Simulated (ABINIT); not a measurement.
**CsHgH3 (Pm-3m): zone-centre phonons**

Which modes does CsHgH3 (Pm-3m) have at the zone centre?

Main program and level: ABINIT 10.8.3; DFT LDA, scalar-relativistic, plane waves, PseudoDojo norm-conserving pseudopotentials.

The structure was built from a prototype and need not be the compound's stable phase.

**1. The structure**

Symmetry: Pm-3m, No. 221, cubic system. The conventional cell has a = 4.645 Å, b = 4.645 Å, c = 4.645 Å, α = 90.00°, β = 90.00°, γ = 90.00°. Nearest to Cs lie 12 H at 3.28 Å. Nearest to Hg lie 6 H at 2.32 Å. H has 2 Hg at 2.32 Å and 8 H at 3.28 Å and 4 Cs at 3.28 Å nearest. Farther neighbours are not listed.

**2. A first look**

A first run with smearing and empty bands tells whether the crystal has a gap, which decides between fixed occupations and smearing later on.

Contents of probe.abi:

```
# ground state
tolvrs 1.0d-08
prtden 1
prtwf 1

# basis, mesh and filling
ecut 39.0
ecutsm 3.0
ngkpt 4 4 4
nshiftk 1
shiftk 0.0 0.0 0.0
istwfk *1
occopt 7
tsmear 0.005
nband 24
nstep 100
diemac 9.0
prtebands 0
prtgsr 0
useylm 1

# cell and atoms
acell 3*1.0 Angstrom
rprim 
    4.6452 0.0 0.0
    0.0 4.6452 0.0
    0.0 0.0 4.6452
ntypat 3
znucl 55 80 1
natom 5
typat 1 2 3 3 3
xred 
    0.0 0.0 0.0
    0.5 0.5 0.5
    0.5 0.5 0.0
    0.5 0.0 0.5
    0.0 0.5 0.5
pp_dirpath "./pseudo"
pseudos "Cs.upf, Hg.upf, H.upf"
```

Run with:

```sh
OMP_NUM_THREADS=1 mpirun -n 4 abinit probe.abi > probe.log
```

Numbers of over 12 decimals in the logs are rounded to 6 here.

probe.abo, the main output file:

```text
[banners, grids, parts of the stress and lines that vanish by symmetry left out]
- input  file    -> probe.abi
- output file    -> probe.abo
- root for input  files -> probei
[...]
Symmetries : space group Pm -3 m (#221); Bravais cP (primitive cubic)
[...]
mpw =        7904          nfft =      125000          nkpt =          10
[...]
== DATASET  1 ==================================================================
[...]
cutoff_energies: {ecut:  39.0, pawecutdg:  -1.0, }
[...]
ETOT  1  -191.59297575683    -1.916E+02 1.046E-01 2.427E+02
 ETOT  2  -191.83931346017    -2.463E-01 8.454E-03 7.348E+01
 ETOT  3  -191.84992344327    -1.061E-02 9.278E-04 1.350E+00
 ETOT  4  -191.85030641426    -3.830E-04 7.791E-04 4.498E-01
 ETOT  5  -191.85033230872    -2.589E-05 1.930E-04 7.081E-03
 ETOT  6  -191.85033418356    -1.875E-06 3.356E-04 3.839E-04
 ETOT  7  -191.85033422697    -4.340E-08 8.270E-05 8.808E-06
 ETOT  8  -191.85033422788    -9.069E-10 1.485E-04 4.560E-07
 ETOT  9  -191.85033422801    -1.353E-10 3.840E-05 6.048E-09
 At SCF step    9       vres2   =  6.05E-09 < tolvrs=  1.00E-08 =>converged.
[...]
sigma(1 1)=  2.67052055E-04  sigma(3 2)=  0.00000000E+00
  sigma(2 2)=  2.67052055E-04  sigma(3 1)=  0.00000000E+00
  sigma(3 3)=  2.67052055E-04  sigma(2 1)=  0.00000000E+00
[...]
convergence: {deltae: -1.353E-10, res2:  6.048E-09, residm:  3.840E-05, diffor: null, }
etotal    :  -1.91850334E+02
[...]
sigma(1 1)=  2.67052055E-04  sigma(3 2)=  0.00000000E+00
  sigma(2 2)=  2.67052055E-04  sigma(3 1)=  0.00000000E+00
  sigma(3 3)=  2.67052055E-04  sigma(2 1)=  0.00000000E+00
[...]
- sigma(1 1)=  7.85694273E+00  sigma(3 2)=  0.00000000E+00
- sigma(2 2)=  7.85694273E+00  sigma(3 1)=  0.00000000E+00
- sigma(3 3)=  7.85694273E+00  sigma(2 1)=  0.00000000E+00
[...]
fcart     -0.0000000000E+00 -0.0000000000E+00 -0.0000000000E+00
           strten      2.6705205539E-04  2.6705205539E-04  2.6705205539E-04
================================================================================

[key lines of the parts left out:]
pressure_GPa:  -7.8569E+00
```

Run time: 36 s. Hardware: 4 MPI ranks of Arm Neoverse N1, shared host; 2.4 min of CPU time.

Numbers from this step:

| Property | Result |
| --- | --- |
| volume per atom | 20.05 Å³ |
| pressure | -7.857 GPa |
| gap on the k-mesh | 0 eV |

No gap opens on this mesh, so smearing is kept.

**3. Rough relaxation**

The typed start is rough, so a first relaxation with smearing and loose thresholds takes it towards rest cheaply.

Contents of prerelax.abi:

```
# relaxation
ionmov 2
optcell 2
dilatmx 1.15
chkdilatmx 0
ntime 40
tolmxf 3.0d-04
tolvrs 1.0d-10
prtwf 0
prtden 0
chksymtnons 0

# basis, mesh and filling
ecut 31.2
ecutsm 3.0
ngkpt 4 4 4
nshiftk 1
shiftk 0.0 0.0 0.0
istwfk *1
occopt 7
tsmear 0.005
nband 24
nstep 100
diemac 1000000.0
prtebands 0
prtgsr 0
useylm 1

# cell and atoms
acell 3*1.0 Angstrom
rprim 
    4.6452 0.0 0.0
    0.0 4.6452 0.0
    0.0 0.0 4.6452
ntypat 3
znucl 55 80 1
natom 5
typat 1 2 3 3 3
xred 
    0.0 0.0 0.0
    0.5 0.5 0.5
    0.5 0.5 0.0
    0.5 0.0 0.5
    0.0 0.5 0.5
pp_dirpath "./pseudo"
pseudos "Cs.upf, Hg.upf, H.upf"
```

Run with:

```sh
OMP_NUM_THREADS=1 mpirun -n 4 abinit prerelax.abi > prerelax.log
```

prerelax.abo, the main output file:

```text
[banners, grids, parts of the stress and lines that vanish by symmetry left out]
- input  file    -> prerelax.abi
- output file    -> prerelax.abo
- root for input  files -> prerelaxi
[...]
Symmetries : space group Pm -3 m (#221); Bravais cP (primitive cubic)
[...]
mpw =        8601          nfft =      157464          nkpt =          10
[...]
== DATASET  1 ==================================================================
[...]
cutoff_energies: {ecut:  31.2, pawecutdg:  -1.0, }
[...]
ETOT  1  -191.55733592180    -1.916E+02 7.716E-02 3.657E+02
 ETOT  2  -191.83617694063    -2.788E-01 5.662E-03 1.081E+02
 ETOT  3  -191.84967922844    -1.350E-02 1.339E-03 2.007E+00
 ETOT  4  -191.84997602319    -2.968E-04 8.195E-04 8.901E-01
 ETOT  5  -191.85001755527    -4.153E-05 2.850E-04 6.915E-03
[...]
At SCF step   10       vres2   =  6.28E-12 < tolvrs=  1.00E-10 =>converged.
[...]
ETOT  9  -191.88444169067     1.799E-11 4.391E-07 5.709E-12
 At SCF step    9       vres2   =  5.71E-12 < tolvrs=  1.00E-10 =>converged.
[...]
sigma(1 1)=  1.02134444E-06  sigma(3 2)=  0.00000000E+00
  sigma(2 2)=  1.02134444E-06  sigma(3 1)=  0.00000000E+00
  sigma(3 3)=  1.02134444E-06  sigma(2 1)=  0.00000000E+00
[...]
convergence: {deltae:  1.799E-11, res2:  5.709E-12, residm:  4.391E-07, diffor: null, }
etotal    :  -1.91884442E+02
[...]
At Broyd/MD step   7, gradients are converged :
[...]
sigma(1 1)=  1.02134444E-06  sigma(3 2)=  0.00000000E+00
  sigma(2 2)=  1.02134444E-06  sigma(3 1)=  0.00000000E+00
  sigma(3 3)=  1.02134444E-06  sigma(2 1)=  0.00000000E+00
[...]
- sigma(1 1)=  3.00489909E-02  sigma(3 2)=  0.00000000E+00
- sigma(2 2)=  3.00489909E-02  sigma(3 1)=  0.00000000E+00
- sigma(3 3)=  3.00489909E-02  sigma(2 1)=  0.00000000E+00
[...]
fcart     -0.0000000000E+00 -0.0000000000E+00 -0.0000000000E+00
           strten      1.0213444424E-06  1.0213444424E-06  1.0213444424E-06
================================================================================

[key lines of the parts left out:]
pressure_GPa:  -3.0049E-02
Total energy (etotal) [Ha]= -1.91884441690665E+02
```

The job ended after 4.9 min (4 MPI ranks).

Relaxation path:

```tsv
step	energy less that of the first step (eV)	largest force (eV/Å)	volume (Å³)
1	0.0000	0.0000	100.23
2	-0.1160	0.0000	97.84
3	0.2791	0.0000	54.22
4	-0.7830	0.0000	81.54
5	-0.9152	0.0000	75.46
6	-0.9358	0.0000	71.57
7	-0.9367	0.0000	72.25
```

```tsv
conventional cell, symmetrised	before	after	change
a (Å)	4.645	4.165	-10.3 %
b (Å)	4.645	4.165	-10.3 %
c (Å)	4.645	4.165	-10.3 %
volume (Å³/atom)	20.05	14.45	-27.9 %
```

Final coordinates:

```xyz
5
Lattice="4.1650 0.0000 0.0000 0.0000 4.1650 0.0000 0.0000 0.0000 4.1650" Properties=species:S:1:pos:R:3 pbc="T T T"
Cs    0.0000    0.0000    0.0000
Hg    2.0825    2.0825    2.0825
H     2.0825    2.0825    0.0000
H     2.0825    0.0000    2.0825
H     0.0000    2.0825    2.0825
```

Read from the output:

```
volume per atom : 14.45 Å³
pressure        : -0.03005 GPa
```

The volume changes by -27.9 % in this run and stands -27.9 % from the first cell.

**4. Rough relaxation**

The cell changed much, so the rough relaxation is repeated on a basis made for the new cell.

Edit prerelax.abi of step 3 so:

```diff
@@ -31,5 +31,5 @@
 rprim 
-    4.6452 0.0 0.0
-    0.0 4.6452 0.0
-    0.0 0.0 4.6452
+    4.165044298 0.0 0.0
+    0.0 4.165044298 0.0
+    0.0 0.0 4.165044298
 ntypat 3
```

prerelax.abo, the main output file:

```text
[banners, grids, parts of the stress and lines that vanish by symmetry left out]
- input  file    -> prerelax.abi
- output file    -> prerelax.abo
- root for input  files -> prerelaxi
[...]
Symmetries : space group Pm -3 m (#221); Bravais cP (primitive cubic)
[...]
mpw =        6198          nfft =      110592          nkpt =          10
[...]
== DATASET  1 ==================================================================
[...]
cutoff_energies: {ecut:  31.2, pawecutdg:  -1.0, }
[...]
ETOT  1  -191.69319209713    -1.917E+02 1.539E-01 2.595E+02
 ETOT  2  -191.87216757571    -1.790E-01 3.903E-03 7.236E+01
 ETOT  3  -191.88403222459    -1.186E-02 9.242E-04 1.478E+00
 ETOT  4  -191.88443682131    -4.046E-04 9.010E-04 6.872E-02
 ETOT  5  -191.88444157486    -4.754E-06 2.854E-04 5.934E-04
[...]
ETOT  9  -191.88444170964    -1.791E-12 5.926E-05 4.297E-10
 ETOT 10  -191.88444170963     9.976E-12 6.284E-05 8.986E-13
 At SCF step   10       vres2   =  8.99E-13 < tolvrs=  1.00E-10 =>converged.
[...]
sigma(1 1)=  1.02120409E-06  sigma(3 2)=  0.00000000E+00
  sigma(2 2)=  1.02120409E-06  sigma(3 1)=  0.00000000E+00
  sigma(3 3)=  1.02120409E-06  sigma(2 1)=  0.00000000E+00
[...]
convergence: {deltae:  9.976E-12, res2:  8.986E-13, residm:  6.284E-05, diffor: null, }
etotal    :  -1.91884442E+02
[...]
At Broyd/MD step   1, gradients are converged :
[...]
sigma(1 1)=  1.02120409E-06  sigma(3 2)=  0.00000000E+00
  sigma(2 2)=  1.02120409E-06  sigma(3 1)=  0.00000000E+00
  sigma(3 3)=  1.02120409E-06  sigma(2 1)=  0.00000000E+00
[...]
- sigma(1 1)=  3.00448617E-02  sigma(3 2)=  0.00000000E+00
- sigma(2 2)=  3.00448617E-02  sigma(3 1)=  0.00000000E+00
- sigma(3 3)=  3.00448617E-02  sigma(2 1)=  0.00000000E+00
[...]
fcart     -0.0000000000E+00 -0.0000000000E+00 -0.0000000000E+00
           strten      1.0212040930E-06  1.0212040930E-06  1.0212040930E-06
================================================================================

[key lines of the parts left out:]
pressure_GPa:  -3.0045E-02
Total energy (etotal) [Ha]= -1.91884441709628E+02
```

Wall time 29 s (4 MPI ranks); 1.9 min of CPU time.

Little changed from the start: no atom moved by 0.005 Å and no cell edge by 0.1 %.

Numbers from this step:

- pressure: -0.03004 GPa

The volume changes by +0.0 % in this run and stands -27.9 % from the first cell.

**5. Relaxation**

The harmonic expansion needs vanishing forces, and a free crystal bears no stress, so cell and atoms are brought to rest. Stress is more sensitive to the basis than forces are: the last 3 Ha under the cutoff are smoothed with ecutsm.

Contents of relax.abi:

```
# relaxation
ionmov 2
optcell 2
dilatmx 1.08
ntime 40
tolmxf 1.0d-05
tolvrs 1.0d-14
prtwf 0
prtden 0
chksymtnons 0

# basis, mesh and filling
ecut 39.0
ecutsm 3.0
ngkpt 6 6 6
nshiftk 1
shiftk 0.0 0.0 0.0
istwfk *1
occopt 7
tsmear 0.01
nband 24
nstep 100
diemac 1000000.0
prtebands 0
prtgsr 0
useylm 1

# cell and atoms
acell 3*1.0 Angstrom
rprim 
    4.165044301 0.0 0.0
    0.0 4.165044301 0.0
    0.0 0.0 4.165044301
ntypat 3
znucl 55 80 1
natom 5
typat 1 2 3 3 3
xred 
    0.0 0.0 0.0
    0.5 0.5 0.5
    0.5 0.5 0.0
    0.5 0.0 0.5
    0.0 0.5 0.5
pp_dirpath "./pseudo"
pseudos "Cs.upf, Hg.upf, H.upf"
```

Run with:

```sh
OMP_NUM_THREADS=1 mpirun -n 4 abinit relax.abi > relax.log
```

relax.abo, the main output file:

```text
[banners, grids, parts of the stress and lines that vanish by symmetry left out]
- input  file    -> relax.abi
- output file    -> relax.abo
- root for input  files -> relaxi
[...]
Symmetries : space group Pm -3 m (#221); Bravais cP (primitive cubic)
[...]
mpw =        7208          nfft =      110592          nkpt =          20
[...]
== DATASET  1 ==================================================================
[...]
cutoff_energies: {ecut:  39.0, pawecutdg:  -1.0, }
[...]
ETOT  1  -191.70476206181    -1.917E+02 7.243E-02 2.489E+02
 ETOT  2  -191.87408997273    -1.693E-01 4.833E-03 6.360E+01
 ETOT  3  -191.88435062328    -1.026E-02 2.075E-03 1.690E+00
 ETOT  4  -191.88479963185    -4.490E-04 9.574E-04 6.882E-02
 ETOT  5  -191.88480422404    -4.592E-06 2.662E-03 1.070E-03
[...]
At SCF step   12       vres2   =  6.44E-15 < tolvrs=  1.00E-14 =>converged.
[...]
sigma(1 1)= -3.25680039E-06  sigma(3 2)=  0.00000000E+00
  sigma(2 2)= -3.25680039E-06  sigma(3 1)=  0.00000000E+00
  sigma(3 3)= -3.25680039E-06  sigma(2 1)=  0.00000000E+00
[...]
convergence: {deltae:  1.373E-11, res2:  6.435E-15, residm:  3.930E-05, diffor: null, }
etotal    :  -1.91884804E+02
[...]
ETOT  1  -191.88479598517    -1.919E+02 1.336E-05 8.034E-02
[...]
At SCF step    9       vres2   =  5.15E-15 < tolvrs=  1.00E-14 =>converged.
[...]
sigma(1 1)= -2.74674794E-06  sigma(3 2)=  0.00000000E+00
  sigma(2 2)= -2.74674794E-06  sigma(3 1)=  0.00000000E+00
  sigma(3 3)= -2.74674794E-06  sigma(2 1)=  0.00000000E+00
[...]
convergence: {deltae:  1.793E-11, res2:  5.154E-15, residm:  8.430E-08, diffor: null, }
etotal    :  -1.91884805E+02
[...]
ETOT  1  -191.88454491033    -1.919E+02 1.687E-06 2.354E+00
[...]
ETOT 10  -191.88480591385     1.180E-11 4.119E-10 3.314E-14
 ETOT 11  -191.88480591386    -1.111E-11 3.177E-10 1.457E-16
 At SCF step   11       vres2   =  1.46E-16 < tolvrs=  1.00E-14 =>converged.
[...]
sigma(1 1)= -7.56120520E-09  sigma(3 2)=  0.00000000E+00
  sigma(2 2)= -7.56120520E-09  sigma(3 1)=  0.00000000E+00
  sigma(3 3)= -7.56120520E-09  sigma(2 1)=  0.00000000E+00
[...]
convergence: {deltae: -1.111E-11, res2:  1.457E-16, residm:  3.177E-10, diffor: null, }
etotal    :  -1.91884806E+02
[...]
At Broyd/MD step   3, gradients are converged :
[...]
sigma(1 1)= -7.56120520E-09  sigma(3 2)=  0.00000000E+00
  sigma(2 2)= -7.56120520E-09  sigma(3 1)=  0.00000000E+00
  sigma(3 3)= -7.56120520E-09  sigma(2 1)=  0.00000000E+00
[...]
- sigma(1 1)= -2.22458337E-04  sigma(3 2)=  0.00000000E+00
- sigma(2 2)= -2.22458337E-04  sigma(3 1)=  0.00000000E+00
- sigma(3 3)= -2.22458337E-04  sigma(2 1)=  0.00000000E+00
[...]
fcart     -0.0000000000E+00 -0.0000000000E+00 -0.0000000000E+00
           strten     -7.5612052036E-09 -7.5612052045E-09 -7.5612052036E-09
================================================================================

[key lines of the parts left out:]
pressure_GPa:   2.2246E-04
Total energy (etotal) [Ha]= -1.91884805913858E+02
```

Elapsed: 2.5 min, on 4 MPI ranks; 9.8 min of CPU time.

Little changed from the start: no atom moved by 0.005 Å and no cell edge by 0.1 %.

Read from the output:

```
volume per atom : 14.48 Å³
pressure        : 2.22e-4 GPa
```

The volume changes by +0.2 % in this run and stands -27.8 % from the first cell.

**6. Ground state**

First-order wavefunctions inherit every error of the ground state, hence the very tight tolvrs. ecutsm is kept as in the relaxation, so that the cell stays at rest. Smearing stays on, as the first look found no gap above 0.3 eV.

Contents of gs.abi:

```
# ground state
tolvrs 1.0d-16
prtden 1
prtwf 1

# basis, mesh and filling
ecut 39.0
ecutsm 3.0
ngkpt 6 6 6
nshiftk 1
shiftk 0.0 0.0 0.0
istwfk *1
occopt 7
tsmear 0.01
nband 24
nstep 100
diemac 1000000.0
prtebands 0
prtgsr 0
useylm 1

# cell and atoms
acell 3*1.0 Angstrom
rprim 
    4.167646826 0.0 0.0
    0.0 4.167646826 0.0
    0.0 0.0 4.167646826
ntypat 3
znucl 55 80 1
natom 5
typat 1 2 3 3 3
xred 
    0.0 0.0 0.0
    0.5 0.5 0.5
    0.5 0.5 0.0
    0.5 0.0 0.5
    0.0 0.5 0.5
pp_dirpath "./pseudo"
pseudos "Cs.upf, Hg.upf, H.upf"
```

Run with:

```sh
OMP_NUM_THREADS=1 mpirun -n 4 abinit gs.abi > gs.log
```

gs.abo, the main output file:

```text
[banners, grids, parts of the stress and lines that vanish by symmetry left out]
- input  file    -> gs.abi
- output file    -> gs.abo
- root for input  files -> gsi
[...]
Symmetries : space group Pm -3 m (#221); Bravais cP (primitive cubic)
[...]
mpw =        5716          nfft =      110592          nkpt =          20
[...]
== DATASET  1 ==================================================================
[...]
cutoff_energies: {ecut:  39.0, pawecutdg:  -1.0, }
[...]
ETOT  1  -191.70388133108    -1.917E+02 7.646E-02 2.500E+02
 ETOT  2  -191.87396322397    -1.701E-01 6.082E-03 6.498E+01
 ETOT  3  -191.88435756550    -1.039E-02 2.325E-03 1.637E+00
 ETOT  4  -191.88480003178    -4.425E-04 1.063E-03 8.260E-02
 ETOT  5  -191.88480571957    -5.688E-06 6.390E-04 8.523E-04
[...]
ETOT 13  -191.88480591384     2.217E-12 1.679E-05 3.343E-15
 ETOT 14  -191.88480591384    -9.948E-13 1.817E-05 2.906E-17
 At SCF step   14       vres2   =  2.91E-17 < tolvrs=  1.00E-16 =>converged.
[...]
sigma(1 1)= -7.57262960E-09  sigma(3 2)=  0.00000000E+00
  sigma(2 2)= -7.57262960E-09  sigma(3 1)=  0.00000000E+00
  sigma(3 3)= -7.57262960E-09  sigma(2 1)=  0.00000000E+00
[...]
convergence: {deltae: -9.948E-13, res2:  2.906E-17, residm:  1.817E-05, diffor: null, }
etotal    :  -1.91884806E+02
[...]
sigma(1 1)= -7.57262960E-09  sigma(3 2)=  0.00000000E+00
  sigma(2 2)= -7.57262960E-09  sigma(3 1)=  0.00000000E+00
  sigma(3 3)= -7.57262960E-09  sigma(2 1)=  0.00000000E+00
[...]
- sigma(1 1)= -2.22794455E-04  sigma(3 2)=  0.00000000E+00
- sigma(2 2)= -2.22794455E-04  sigma(3 1)=  0.00000000E+00
- sigma(3 3)= -2.22794455E-04  sigma(2 1)=  0.00000000E+00
[...]
fcart     -0.0000000000E+00 -0.0000000000E+00 -0.0000000000E+00
           strten     -7.5726296041E-09 -7.5726295998E-09 -7.5726295998E-09
================================================================================

[key lines of the parts left out:]
pressure_GPa:   2.2279E-04
```

Wall time 58 s (4 MPI ranks).

This step gave:

```
pressure : 2.23e-4 GPa
```

The cell stands at 2.2e-4 GPa, close enough for phonons.

(Continued in part 2 of 3.)

[Host names and launcher messages were left out of these logs when they were recorded.]

[Logs are printed without paths, hosts, clocks, repeated set-up lines and the standing remarks that a program may print on its own settings, such as how far it seeks lower states.]

[Hosts, paths, dates, database ids (printed as entryN), source tags and the programs' standing remarks are cut or masked in the printed files.]
